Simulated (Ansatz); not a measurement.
# ZnCoSO, from a guessed structure to a relaxed one, part 2 of 2

This structure for ZnCoSO is made up. Its elements were placed in a known structure type with a cell scaled to their sizes. What cell does the guess relax to, and how far off was it?

Ansatz 0.2.0; DFT, PBE, plane-wave PAW, files of the set soft_1, scalar-relativistic, ferromagnetic start, cell and ions relaxed at zero pressure; PAW set soft_1 (the session's first sound run).

So far, absolute magnetization (μB): step 2 (relaxing cell and atoms) 3.00. The relaxed cell has a = 3.534, c = 5.778 Å (conventional setting).

**3. Electronic structure of the relaxed cell**

With the geometry fixed, one more self-consistent run, with a narrower smearing and the mesh shown in its input, gives the bands, and its pressure, and its forces where symmetry allows any, show how far the geometry depends on these settings.

This step: DFT, PBE, plane-wave PAW, files of the set soft_1, scalar-relativistic, ferromagnetic start, bands and density of states at the relaxed cell; PAW set soft_1 (Ansatz 0.2.0).

File input.yaml:

```yaml
crystal:
  lattice:
    - [3.5344751635, 0.0, 0.0]
    - [-1.7672375817, 3.0609452806, 0.0]
    - [0.0, 0.0, 5.7782856839]
  atoms:
    - { symbol: Zn, position: [0.0, 0.0, 0.0393633488] }
    - { symbol: Co, position: [0.3333333333, 0.6666666667, 0.4705128674], spin: 2.4 }
    - { symbol: S, position: [0.3333333333, 0.6666666667, 0.8656507432] }
    - { symbol: O, position: [0.0, 0.0, 0.3808730406] }
magnetization:
  spin_polarized: true
kpoints:
  mp_grid: { grid: [10, 10, 6] }
  band_path:
    path:
      - [[0.0, 0.0, 0.0], [0.5, 0.0, 0.0], [0.33333333, 0.33333333, 0.0], [0.0, 0.0, 0.0], [0.0, 0.0, 0.5], [0.5, 0.0, 0.5], [0.33333333, 0.33333333, 0.5], [0.0, 0.0, 0.5]]
      - [[0.5, 0.0, 0.5], [0.5, 0.0, 0.0]]
      - [[0.33333333, 0.33333333, 0.0], [0.33333333, 0.33333333, 0.5]]
    npoints: 8
scf:
  occupations: { method: fermi_dirac, width: 0.03 }
  n_extra_bands: 10
hamiltonian:
  xc: pbe
  pseudopotentials: { kind: paw, azcp: { folder: soft_1 } }
output:
  forces: true
  stress: true
  write_bands: true
  dos: { projected: true }
  write_density: true
  write_potential: true
  elf: true
  volumetric_format: npy
```

The run is started by

```sh
$ ansatz run input.yaml --threads 4 --pin off --max-ram 8192MiB --backend cpu --events-out ev --progress --plain --runs-dir out
```

Numbers of over 12 decimals in the logs are rounded to 6 here.

Output:

```text
[...]
Crystal: 4 atoms, lattice volume = 62.514 Å³
Basis set: ecut = 420 eV, 1237 PW (Γ), exchange–correlation on 48×48×80 points (8 copies of the dense FFT grid, shifted against one another)
Bands: 31, of which v1, the nominal top of the filled ones, is band 21 counted from 1 (20 counted from 0)
Symmetry: 6 space group operations
[...]
k-points: 72 of 600 (time reversal used)
[...]
Starting moments: Σ|m| = 2.4 μB on 1 of 4 sites
[...]
SCF iter   1: F=—  HF=-9914.982279 eV  |F-HF|=—  |Δ(HF+E_count)|=         —  Δρ=7.18e-2 (↑5.84e-2 ↓7.18e-2)  dr2=1.07e1  dr2_m=1.10e-1  M=2.541 μB ∫|m|=2.544 μB  β_m=0.30  ethr=3.10e-3  ⟨swp⟩=7.0  Hψ=23391  notcnv=0
[...]
SCF iter  17: F=-9914.478296 eV  HF=-9914.478296 eV  |F-HF|=5.08e-9  |Δ(HF+E_count)|=   5.76e-8  Δρ=5.10e-6 (↑1.79e-6 ↓5.10e-6)  dr2=1.81e-8  dr2_m=3.01e-9  M=2.999 μB ∫|m|=3.009 μB  ethr=2.44e-10  ⟨swp⟩=13.1  Hψ=33835  notcnv=0
SCF 1 converged in 17 iterations: F = -9914.478296 eV  dr2 = 1.81e-8
[...]
NSCF: frozen V_eff on 75 k-points
SCF converged after 17 iterations
Magnetization: 2.9993 μB (21.9996 up, 19.0004 down)
Absolute magnetization: 3.0078 μB (∫|ρ↑−ρ↓|, with the PAW one-centre terms)
[...]
Per-site moments (μB) at R_I (Å): [(0.018872, 0.814003), (2.376338, 0.868453), (0.071324, 0.938082), (0.225511, 0.814003)]
Free energy (F): -9914.478296 eV
[...]
Internal energy: -9914.475396 eV  (E = F + TS)
E sigma→0 (E₀):  -9914.476846 eV
Entropy (-TS):   -0.002900 eV (-0.725 meV/atom)
Fermi energy:    7.967605 eV
[...]
--- Forces (eV/Å), atoms counted from 1 ---
  atom   1  Zn    -0.00000000     0.00000000    -0.01040495
  atom   2  Co     0.00000000    -0.00000000     0.00592317
  atom   3  S      0.00000000    -0.00000000     0.00854306
  atom   4  O     -0.00000000     0.00000000    -0.00409338
  max |Σ_I F_I| component: 3.21e-5 eV/Å
--- Stress (GPa, compression-positive) ---
        0.097119       0.000000      -0.000000
        0.000000       0.097119       0.000000
       -0.000000       0.000000       0.019504
  P = ⅓ Tr σ = 0.0712 GPa (0.712 kbar)
--- Band table (eV; the first three rows and the last of 144) ---
  k-point 0 ↑: bands = [... 17 lower, 6.9801, 6.9801, 7.2620, 7.8824, 7.8824, 8.4829, 12.3926, 15.3602, ... 6 higher]
  k-point 1 ↑: bands = [... 17 lower, 6.8607, 7.0162, 7.0162, 7.8519, 7.8519, 9.0548, 12.3736, 15.3291, ... 6 higher]
  k-point 2 ↑: bands = [... 17 lower, 6.3328, 7.0975, 7.0975, 7.7816, 7.7816, 10.0622, 12.2588, 14.1232, ... 6 higher]
  k-point 71 ↓: bands = [... 17 lower, 7.3705, 7.5095, 7.9558, 8.6625, 9.4078, 12.2299, 13.2469, 14.3999, ... 6 higher]
```

The job ended after 20 s (4 threads of Arm Neoverse V1, shared host; peak memory 0.59 GiB).

This step gave:

```yaml
free_energy: -9914.4783 eV
energy_at_zero_smearing: -9914.4768 eV
smearing_term_ts: 0.002900 eV
fermi_energy: 7.968 eV
magnetization: 2.999 μB
absolute_magnetization: 3.008 μB
site_moments: 0.01887, 2.376, 0.07132, 0.2255 μB
pressure: 0.07125 GPa
```

From bands.tsv, the bands that come nearest the Fermi level along the path, at its corners, in eV from the Fermi level:

```tsv
point	band_20_up	band_21_up	band_22_up	band_17_dn	band_18_dn	band_19_dn	band_20_dn	band_21_dn
Γ	-0.09	-0.09	0.52	-0.08	-0.08	0.91	1.31	1.80
M	-1.28	-1.00	4.00	-0.55	-0.37	0.10	0.63	1.02
K	-1.75	-1.48	4.64	-0.69	-0.21	0.03	0.52	0.62
Γ	-0.09	-0.09	0.52	-0.08	-0.08	0.91	1.31	1.80
A	-0.23	-0.23	2.78	0.13	0.13	0.88	1.69	1.69
L	-1.24	-0.94	2.99	-0.53	-0.38	0.16	0.92	1.39
H	-1.67	-0.81	4.21	-0.61	-0.46	-0.04	0.68	1.45
A	-0.23	-0.23	2.78	0.13	0.13	0.88	1.69	1.69
L	-1.24	-0.94	2.99	-0.53	-0.38	0.16	0.92	1.39
M	-1.28	-1.00	4.00	-0.55	-0.37	0.10	0.63	1.02
K	-1.75	-1.48	4.64	-0.69	-0.21	0.03	0.52	0.62
H	-1.67	-0.81	4.21	-0.61	-0.46	-0.04	0.68	1.45
```

Spin density in the ac plane at fractional y = 0.667, with atoms of Co and S within 0.2 Å of it.

Ten even steps from '0' (0.0 e/Å³) to '9' (6.7 e/Å³), each cell a mean:
```
00000000000000
00000000000000
00000000000000
00000000000000
00000000000000
00000000000000
00000000000000
00000000000000
00000000000000
00002200000000
00027730000000
00039940000000
00014410000000
00001100000000
00000000000000
00000000000000
00000000000000
00000000000000
00000000000000
00000000000000
00000000000000
00000000000000
```
Columns run along a (3.5 Å), rows up along c (5.8 Å). Atoms in or near the plane, at fractional coordinates: Co at (0.33, 0.47), S at (0.33, 0.87).

ELF in the ac plane at fractional y = 0.667, with atoms of Co and S within 0.2 Å of it. It is the smooth field of the valence electrons, not physical close to the nuclei.

Ten even steps from '0' (0.02) to '9' (0.86), each cell a mean:
```
58985589962112
79951159974113
89930028984113
79951148974113
68987789973002
57999999752001
25677776531000
12222222210000
11222222110000
01244443110110
01357753101221
11358863112442
11346653113554
11233332113554
21111111113443
11000000112332
00000000001111
00000000001111
11111111111111
12344443211111
24677776421111
36888888742111
```
Columns run along a (3.5 Å), rows up along c (5.8 Å). Atoms in or near the plane, at fractional coordinates: Co at (0.33, 0.47), S at (0.33, 0.87).

Valence density in the ac plane at fractional y = 0.667, with atoms of Co and S within 0.2 Å of it. It is the smooth field of the valence electrons, not physical close to the nuclei.

Ten steps, logarithmic in the rise over the least value, from '0' (0 e/Å³) to '9' (40 e/Å³), each cell a mean:
```
11222222110000
12222222210000
12221122210000
11222122210000
01222222100000
01122221100000
00111111000000
00111111000000
00123321000000
01256653100000
01479974100000
01479984200000
01368863100000
01235542100000
00012211000000
00000000000000
00000000000000
00000000000000
00000000000000
00000000000000
00111111000000
01122221110000
```
Columns run along a (3.5 Å), rows up along c (5.8 Å). Atoms in or near the plane, at fractional coordinates: Co at (0.33, 0.47), S at (0.33, 0.87).

**4. Summary of results**

```yaml
space_group_relaxed: P3m1
conventional_cell: a = 3.534, b = 3.534, c = 5.778 Å; α = 90.0°, β = 90.0°, γ = 120.0°
volume_per_atom: 15.63 Å³ (guess 18.21)
total_moment: 3.00 μB in the cell of 4 atoms
```

**Reading.** ZnCoSO relaxes to P3m1 with a = 3.534, b = 3.534 and c = 5.778 Å. The guessed volume was 17 % too large. The space group P3m1 was held in the relaxation, so the end point is a stationary structure within it and may be a saddle against distortions or other arrangements. The input starts from parallel moments, and no other start was typed. Bands cross the Fermi level, so it is a metal or semimetal at this level. Semilocal functionals can close a small real gap, so this isn't settled for compounds with anions. On the 10×10×6 mesh with the narrower smearing (relaxed on 8×8×5) the largest force component is 0.010 eV/Å and the largest stress component is 0.097 GPa, against the relaxation's thresholds of 0.015 eV/Å and 0.05 GPa. The cutoff wasn't tested. No dispersion term is used, so weakly bound directions may come out too long. Nothing here tests whether the compound is stable against decomposition.

[Logs are printed without paths, hosts, clocks, repeated set-up lines and the standing remarks that a program may print on its own settings, such as how far it seeks lower states.]

[Hosts, paths, dates, database ids (printed as entryN), source tags and the programs' standing remarks are cut or masked in the printed files.]
